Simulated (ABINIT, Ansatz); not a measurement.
# Sr2SiS4 (P2_1/m): one start, several treatments of the self-energy, part 2 of 2

Aim: compare treatments of exchange, screening and correlation for the gap of Sr2SiS4 (P2_1/m).

ABINIT 10.8.3; LDA and many-body steps on it, plane waves. Known limits of the many-body steps: not at the basis limit; no spin-orbit coupling; coarse k mesh.

So far. Step 5 (G0W0, von der Linden-Horsch plasmon pole): Against G0W0 in ABINIT (2×2×2 mesh, 267 bands, screening to 114.3 eV, Godby-Needs plasmon pole), the gap moves by +0.034 eV. Step 6 (G0W0, Hybertsen-Louie plasmon pole): Against G0W0 in ABINIT (2×2×2 mesh, 267 bands, screening to 114.3 eV, Godby-Needs plasmon pole), the gap moves by +0.076 eV.

## 7. One-shot Hartree-Fock

This step: one-shot Hartree-Fock on LDA, plane waves, norm-conserving pseudopotentials.

run.abi reads:

```
acell 3*1.0 Angstrom
rprim 
  6.608739210500 0.000000000000 -0.000000000000
  0.000000000000 6.659542380000 0.000000000000
  -2.582748258700 0.000000000000 7.848229828000
ntypat 3
znucl 38 14 16
natom 14
typat 1 1 1 1 2 2 3 3 3 3 3 3 3 3
xred 
  0.283671200000 0.750000000000 0.951809120000
  0.716328800000 0.250000000000 0.048190880000
  0.224829900000 0.750000000000 0.429263770000
  0.775170100000 0.250000000000 0.570736230000
  0.721301030000 0.750000000000 0.796846200000
  0.278698970000 0.250000000000 0.203153800000
  0.886453430000 0.750000000000 0.061575940000
  0.113546570000 0.250000000000 0.938424060000
  0.916900480000 0.750000000000 0.635667980000
  0.083099520000 0.250000000000 0.364332020000
  0.510384140000 0.501966720000 0.737248200000
  0.489615860000 0.001966720000 0.262751800000
  0.489615860000 0.498033280000 0.262751800000
  0.510384140000 0.998033280000 0.737248200000
pp_dirpath "pseudos"
pseudos "Sr.upf, Si.upf, S.upf"
ecut 28
ngkpt 2 2 2
nshiftk 1
shiftk 0 0 0
kptopt 1
chksymbreak 0
istwfk *1
occopt 1
irdwfk 1
optdriver 4
nband 52
gwcalctyp 5
ecutsigx 28
symsigma 1
nkptgw 2
kptgw 
  0.0000000000 0.0000000000 0.0000000000
  0.5000000000 0.0000000000 0.0000000000
bdgw 
  47 50
  47 50
ixc_sigma 40
fftgw 31
indata_prefix "in"
outdata_prefix "out"
tmpdata_prefix "tmp"
```

Command:

```sh
$ OMP_NUM_THREADS=1 mpirun -n 16 abinit run.abi > log
```

Numbers of over 12 decimals in the logs are rounded to 6 here.

What it wrote:

```text
.Version 10.8.3 of ABINIT. v10.8.2 released Aug 2026.

 Symmetries : space group P2_1/m (# 11); Bravais mP (primitive monocl.)
[... echo of the input left out ...]
== DATASET  1 ==================================================================
-   mpi_nproc: 16, omp_nthreads: 1 (-1 if OMP is not activated)

--- !DatasetInfo
iteration_state: {dtset: 1, }
dimensions: {natom: 14, nkpt: 8, mband: 52, nsppol: 1, nspinor: 1, nspden: 1, mpw: 16528, }
cutoff_energies: {ecut:  28.0, pawecutdg:  -1.0, }
[...]
Band     E0 <VxcDFT>   SigX SigC(E0)      Z dSigC/dE  Sig(E)    E-E0       E
[...]
49   6.575  -9.763  -5.121   0.000   1.000   0.000  -5.121   4.642  11.217
       50   6.981 -10.009  -5.529   0.000   1.000   0.000  -5.529   4.480  11.461

== END DATASET(S) ==============================================================
================================================================================

 -outvars: echo values of variables after computation  --------
           etotal      0.0000000000E+00
            nband          52
             nkpt           8
          spgroup          11
 [... the other variables as echoed above ...]

 Calculation completed.
```

Run time: 8.2 s. Hardware: 16 MPI ranks of Arm Neoverse N1, shared host; peak memory 3.4 GiB; 2.1 min of CPU time.

This step gave:

```
quasiparticle gap on the points computed              : 10.28 eV
starting gap on the mesh                              : 2.767 eV
k of the valence top                                  : 0, 0, 0
k of the conduction bottom                            : 0.5, 0, 0
least direct quasiparticle gap on the computed points : 10.49 eV
```

Against G0W0 in ABINIT (2×2×2 mesh, 267 bands, screening to 114.3 eV, Godby-Needs plasmon pole), the gap moves by +5.740 eV.

## 8. Screening, 2×2×2 mesh, 267 bands, screening to 114.3 eV

This step: RPA screening on LDA, plane waves, norm-conserving pseudopotentials.

run.abi: that of step 7 with these lines changed.

```diff
@@ -35,16 +35,14 @@
 irdwfk 1
-optdriver 4
-nband 52
-gwcalctyp 5
-ecutsigx 28
-symsigma 1
-nkptgw 2
-kptgw 
-  0.0000000000 0.0000000000 0.0000000000
-  0.5000000000 0.0000000000 0.0000000000
-bdgw 
-  47 50
-  47 50
-ixc_sigma 40
-fftgw 31
+optdriver 3
+nband 267
+ecuteps 4.2
+inclvkb 2
+awtr 1
+symchi 1
+gwcalctyp 2
+nfreqre 16
+freqremax 40 eV
+nfreqim 8
+spmeth 1
+nomegasf 120
 indata_prefix "in"
```

What it wrote:

```text
.Version 10.8.3 of ABINIT. v10.8.2 released Aug 2026.

 Symmetries : space group P2_1/m (# 11); Bravais mP (primitive monocl.)
[... echo of the input left out ...]
== DATASET  1 ==================================================================
-   mpi_nproc: 16, omp_nthreads: 1 (-1 if OMP is not activated)

--- !DatasetInfo
iteration_state: {dtset: 1, }
dimensions: {natom: 14, nkpt: 8, mband: 267, nsppol: 1, nspinor: 1, nspden: 1, mpw: 16528, }
cutoff_energies: {ecut:  28.0, pawecutdg:  -1.0, }
electrons: {nelect:   9.60000000E+01, charge:   0.00000000E+00, occopt:   1.00000000E+00, tsmear:   1.00000000E-02, }

 SCREENING: Calculation of the susceptibility and dielectric matrices

 Based on a program developped by R.W. Godby, V. Olevano, G. Onida, and L. Reining.
 Incorporated in ABINIT by V. Olevano, G.-M. Rignanese, and M. Torrent.
.Using double precision arithmetic ; gwpc =  8

[... cell and pseudopotentials left out ...]
--------------------------------------------------------------------------------

 ==== K-mesh for the wavefunctions ====
 Number of points in the irreducible wedge :     8
[... list of points left out ...]
 Together with  4 symmetry operations and time-reversal symmetry
 yields     8 points in the full Brillouin Zone.

 ==== Q-mesh for the screening function ====
 Number of points in the irreducible wedge :     8
[... list of points left out ...]
 Together with  4 symmetry operations and time-reversal symmetry
 yields     8 points in the full Brillouin Zone.

 setmesh: FFT mesh size selected  =    45x   48x   54
          total number of points  =       116640

 vcoul_init : cutoff-mode = AUXILIARY_FUNCTION
 q-points for optical limit:   1
     1)      0.000010    0.000020    0.000030

- screening: taking advantage of time-reversal symmetry
- Maximum band index for partially occupied states nbvw = 48
- Remaining bands to be divided among processors   nbcw = 219
- Number of bands treated by each node ~13

 Number of electrons calculated from density =   96.0000; Expected =   96.0000
 average of density, n =  0.041185
 r_s =    1.7963
 omega_plasma =   19.5761 [eV]

 calculating chi0 at frequencies [eV] :
  1    0.000000E+00    0.000000E+00
  2    2.666667E+00    0.000000E+00
  3    5.333333E+00    0.000000E+00
[...]
23    0.000000E+00    4.985685E+01
 24    0.000000E+00    7.019899E+01

--------------------------------------------------------------------------------
  q-point number  1        q = ( 0.000000, 0.000000, 0.000000) [r.l.u.]
--------------------------------------------------------------------------------
[... chi0 elements left out ...]
  [... further frequencies ...]

 No. of calculated frequencies >  15, stop printing
 For q-point:  0.000010 0.000020 0.000030
  dielectric constant =   4.8720
  dielectric constant without local fields =   5.9331

  Average fulfillment of the sum rule on Im[epsilon] for q-point    1 :     68.37  [%]
[... wings left out ...]
  q-point number  2        q = ( 0.500000, 0.000000, 0.000000) [r.l.u.]
--------------------------------------------------------------------------------
[... chi0 elements left out ...]
  [... further frequencies ...]

 No. of calculated frequencies >  15, stop printing
  Average fulfillment of the sum rule on Im[epsilon] for q-point    2 :     72.36  [%]

 [... 6 further q-points ...]
```

The job ended after 18 min (16 MPI ranks; peak memory 40 GiB; 4.9 h of CPU time).

This step gave:

```yaml
eps_infinity_with_local_fields_on_this_mesh_along_the_program_s_q_direction: 4.872
the_same_without_local_fields: 5.933
plasma_frequency: 19.58 eV
plane_waves_in_the_screening_matrix: 951
```

## 9. G0W0, contour deformation

This step: G0W0 on LDA, plane waves, norm-conserving pseudopotentials.

run.abi: that of step 8 with these lines changed.

```diff
@@ -35,14 +35,17 @@
 irdwfk 1
-optdriver 3
+optdriver 4
 nband 267
+gwcalctyp 2
+ecutsigx 28
+symsigma 1
+nkptgw 2
+kptgw 
+  0.0000000000 0.0000000000 0.0000000000
+  0.5000000000 0.0000000000 0.0000000000
+bdgw 
+  47 50
+  47 50
 ecuteps 4.2
-inclvkb 2
-awtr 1
-symchi 1
-gwcalctyp 2
-nfreqre 16
-freqremax 40 eV
-nfreqim 8
-spmeth 1
-nomegasf 120
+irdscr 1
+gwmem 01
 indata_prefix "in"
```

What it wrote:

```text
.Version 10.8.3 of ABINIT. v10.8.2 released Aug 2026.

 Symmetries : space group P2_1/m (# 11); Bravais mP (primitive monocl.)
[... echo of the input left out ...]
== DATASET  1 ==================================================================
-   mpi_nproc: 16, omp_nthreads: 1 (-1 if OMP is not activated)

--- !DatasetInfo
iteration_state: {dtset: 1, }
dimensions: {natom: 14, nkpt: 8, mband: 267, nsppol: 1, nspinor: 1, nspden: 1, mpw: 16528, }
cutoff_energies: {ecut:  28.0, pawecutdg:  -1.0, }
[...]
Band     E0 <VxcDFT>   SigX SigC(E0)      Z dSigC/dE  Sig(E)    E-E0       E
[...]
50   6.981 -10.009  -5.529  -3.114   0.803  -0.245  -8.912   1.097   8.078
       50   0.000   0.000   0.000   0.000   0.000   0.000   0.000   0.000   0.000

== END DATASET(S) ==============================================================
================================================================================

 -outvars: echo values of variables after computation  --------
           etotal      0.0000000000E+00
            nband         267
             nkpt           8
          spgroup          11
 [... the other variables as echoed above ...]

 Calculation completed.
```

It took 84 s on 16 MPI ranks; peak memory 12 GiB.

This step gave:

| Quantity | Value |
| --- | --- |
| G0W0 gap on the points computed | 4.501 eV |
| starting gap on the mesh | 2.767 eV |
| k of the valence top | 0, 0, 0 |
| k of the conduction bottom | 0.5, 0, 0 |
| least direct G0W0 gap on the computed points | 4.651 eV |

Against G0W0 in ABINIT (2×2×2 mesh, 267 bands, screening to 114.3 eV, Godby-Needs plasmon pole), the gap moves by −0.034 eV.

## 10. The runs together

Times are wall times on 16 MPI ranks of Arm Neoverse N1, shared host, good to a factor of about two. A run's time includes the screening step that it read.

| run | mesh | bands | screening cutoff (eV) | DFT gap (eV) | gap on the mesh (eV) | direct (eV) | ε∞ used | time |
| --- | --- | --- | --- | --- | --- | --- | --- | --- |
| G0W0, Godby-Needs plasmon pole | 2×2×2 | 267 | 114.3 | 2.767 | 4.535 | 4.671 | 4.86 | 15 min |
| G0W0, von der Linden-Horsch plasmon pole | 2×2×2 | 267 | 114.3 | 2.767 | 4.569 | 4.726 | 4.86 | 17 min |
| G0W0, Hybertsen-Louie plasmon pole | 2×2×2 | 267 | 114.3 | 2.767 | 4.611 | 4.745 | 4.86 | 15 min |
| one-shot Hartree-Fock | 2×2×2 | - | - | 2.767 | 10.275 | 10.486 | - | 8.2 s |
| G0W0, contour deformation | 2×2×2 | 267 | 114.3 | 2.767 | 4.501 | 4.651 | 4.87 | 20 min |

## 11. Results

```yaml
g0w0_godby_needs_plasmon_pole: 4.535 eV
g0w0_von_der_linden_horsch_plasmon_pole: 4.569 eV
g0w0_hybertsen_louie_plasmon_pole: 4.611 eV
one_shot_hartree_fock: 10.275 eV
g0w0_contour_deformation: 4.501 eV
known_limits: not at the basis limit; no spin-orbit coupling; coarse k mesh
```

What this shows: G0W0, von der Linden-Horsch plasmon pole: +0.034 eV against G0W0, Godby-Needs plasmon pole. G0W0, Hybertsen-Louie plasmon pole: +0.076 eV against G0W0, Godby-Needs plasmon pole. One-shot Hartree-Fock: +5.740 eV against G0W0, Godby-Needs plasmon pole. G0W0, contour deformation: −0.034 eV against G0W0, Godby-Needs plasmon pole. Bare exchange alone opens the gap to 10.28 eV; against G0W0, correlation takes back 5.74 eV. Bands and cutoff are finite, so the gap is not at the basis limit. The miss can reach some tenths of an eV and take either sign; the mesh is an error of its own. In the G0W0 runs levels were corrected at 2 k points alone, so a gap called «on the mesh» is the least over those, and an edge elsewhere would be missed. The 2×2×2 mesh is coarse for this cell, which bears on the long-range parts of exchange and screening. The many-body steps are scalar-relativistic: spin-orbit coupling is not in them.

[Paths, hosts, dates, memory and timing lines, banners, echoed tables and standing remarks are left out of the program output.]

[Logs are printed without paths, hosts, clocks, repeated set-up lines and the standing remarks that a program may print on its own settings, such as how far it seeks lower states.]

[Runs of the session that timed out or met a known fault of the program may be left out.]

[Hosts, paths, dates, database ids (printed as entryN), source tags and the programs' standing remarks are cut or masked in the printed files.]

[G0W0 gaps are taken among the corrected bands and points alone; a level outside them can change the order at an edge.]

[Where Ansatz stands beside ABINIT at settings called matched, ABINIT's density can come from a denser mesh and the files from another edition; pairs whose starting gaps differed by over 0.03 eV were left out, so agreement reads better than it is.]
